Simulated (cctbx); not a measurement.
## Diagnosing a refinement

Cell a = 3.9480 Å, b = 3.9480 Å, c = 6.4500 Å, α = 90.00°, β = 90.00°, γ = 120.00°; space group P-3m1 (no. 164).

Simulated single-crystal data (cctbx): synchrotron X-rays, λ = 0.6889 Å, to d = 0.77 Å, 50 % of the full sphere, strongest reflection 70000 counts, noise from counting, a 3 % proportional error and a noise floor of 2 counts (s.d.); no absorption, and some extinction, which the refinements don't model.

An anisotropic refinement with weights 1/σ² prints:

```text
Rint 0.019, 97 unique reflections to 0.78 A
cycle     R1     wR2    GooF  max shift (A)
   1  0.5894  0.8559  46.235   0.03248
   4  0.3030  0.5501  29.714   0.00014
final R1 0.3031 wR2 0.5501 GooF 29.713  parameters 8  data/parameter 12.1
atom        x        y        z      Ueq    occ   su(xyz)  su(Uiso or U11)
Si1    0.66667  0.33333  0.37006  -0.0285  1.000  0.00127  0.0042  NPD
Mn1    0.66667  0.33333  0.76539   0.0167  1.000  0.00266  0.0056
Mg1    0.00000  0.00000  0.00000  -0.0034  1.000  0.00000  0.0087  NPD
difference map: max 29.37 min -7.97 rms 3.31
Q1    0.3333  0.6667  0.6402    2   29.38  0.07 A from Si1
Q2    0.0000  0.0000  0.5000    1   13.40  2.43 A from Si1
Q3    0.3333  0.6667  0.2456    2    9.30  0.07 A from Mn1
Q4    0.0000  0.0000  0.0000    1    7.19  0.00 A from Mg1
Q5    0.3333  0.6667  0.9954    2    4.33  1.54 A from Mn1
Q6    0.1875  0.3750  0.3056    6    3.10  1.10 A from Mn1
```

**Question.** Can this result stand? If not, what is the likely fault?

Mend it. The fault: elements exchanged: Mn1 is Si and Si1 is Mn. Against the right model at the same level, R1 goes from 0.0111 to 0.3031 and GooF from 1.27 to 29.71, U of Si1 shrinks from 0.0105 to -0.0285 Å², the top difference peak, 29.4 e/Å³, lies on Si1 and Si1 and Mg1 go non-positive-definite. Mn1 has 11 electrons too many and its U swells to shed them, as expected; Si1 has 11 electrons too few and its U shrinks to make up, as expected.

The compound is MgMn2Si2. The right model at the same level gives:

```text
Rint 0.019, 97 unique reflections to 0.78 A
cycle     R1     wR2    GooF  max shift (A)
   1  0.0112  0.0239   1.293   0.00019
   2  0.0111  0.0234   1.266   0.00000
final R1 0.0111 wR2 0.0234 GooF 1.266  parameters 8  data/parameter 12.1
atom        x        y        z      Ueq    occ   su(xyz)  su(Uiso or U11)
Mn1    0.66667  0.33333  0.37029   0.0105  1.000  0.00004  0.0002
Si1    0.66667  0.33333  0.76460   0.0133  1.000  0.00010  0.0002
Mg1    0.00000  0.00000  0.00000   0.0150  1.000  0.00000  0.0003
difference map: max 0.22 min -0.65 rms 0.10
Q1    0.3333  0.6667  0.4162    2    0.22  1.17 A from Si1
Q2    0.1604  0.3207  0.1890    6    0.17  1.22 A from Si1
Q3    0.1627  0.3254  0.7108    6    0.15  1.28 A from Mn1
Q4    0.0000  0.0000  0.2316    2    0.14  1.49 A from Mg1
Q5    0.0002  0.5001  0.0865    6    0.13  1.49 A from Si1
Q6    0.1676  0.3353  0.9102    6    0.13  1.28 A from Mg1
```

The model was made for the exercise: a known structure type with other elements put in, its volume estimated, not relaxed; displacement parameters are assumed.

[Middle refinement cycles are left out of these outputs.]

[Logs are printed without paths, hosts, clocks, repeated set-up lines and the standing remarks that a program may print on its own settings, such as how far it seeks lower states.]
